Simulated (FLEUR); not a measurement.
Computed results, one entry a study.

MnGe3 (Ge8x111 Mn2 nn): which magnetic order is lowest. It takes space group R-3m (No. 166, trigonal). Conventional cell: a = 8.002 Å, b = 8.002 Å, c = 9.800 Å, α = 90.00°, β = 90.00°, γ = 120.00°. Nearest to Mn lie 1 Mn at 2.45 Å and 3 Ge at 2.45 Å. Ge has 1 Mn at 2.45 Å and 3 Ge at 2.45 Å nearest. substitutional dopants on the host's measured lattice, atoms not relaxed. Farther neighbours are not listed. The calculation used PBE with U = 4 eV on Mn d; all-electron FLAPW, Dirac cores, scalar-relativistic bands in FLEUR MaX-R8.1, with kmax 3.63 1/bohr, gmax 10.9 1/bohr, muffin tin radii Mn: 2.26, Ge: 2.26 bohr, lmax Mn: [8, 6], Ge: [8, 6], hist occupations, smearing width 0.05 eV, mixer Anderson, mixing 0.05, max iterations 120, stop 0.0001 me/bohr³, collinear spin, 5×5×5 k-mesh, double counting FLL, mesh matched on, starting moments 4.5 -4.5 0 0 0 0 0 0 μB in one of its runs. The lowest state found is antiferromagnetic (initial antiferro +-) and the largest site spin moment is 4.19 μB. The next finished state is ferromagnetic, with opposed induced moments, 293 meV a seeded atom higher. It took 2 runs, 6.7 min in all on 4 MPI ranks of Arm Neoverse V2, shared host (the runs of this entry). The lowest state found is antiferromagnetic, reached from the start antiferro +-, with moments up to 4.19 μB. The next finished state costs 293 meV a seeded atom. The structure was built from a prototype and need not be the compound's stable phase. This is the lowest of 2 finished starts, no proof of the ground state.

```xyz
8
Lattice="5.6580 0.0000 0.0000 0.0000 5.6580 0.0000 0.0000 0.0000 5.6580" Properties=species:S:1:pos:R:3 pbc="T T T"
Mn    0.0000    0.0000    0.0000
Mn    1.4145    1.4145    1.4145
Ge    0.0000    2.8290    2.8290
Ge    1.4145    4.2435    4.2435
Ge    2.8290    0.0000    2.8290
Ge    4.2435    1.4145    4.2435
Ge    2.8290    2.8290    0.0000
Ge    4.2435    4.2435    1.4145
```

[Logs and program files are shortened in this print: banners, set-up blocks, solver, clock and traceback lines can be left out without a mark of their own.]

[Logs are printed without paths, hosts, clocks, repeated set-up lines and the standing remarks that a program may print on its own settings, such as how far it seeks lower states.]

[Hosts, paths, dates, database ids (printed as entryN), source tags and the programs' standing remarks are cut or masked in the printed files.]

[Where a cell is said to come from a database of computed structures, the database is the Materials Project.]
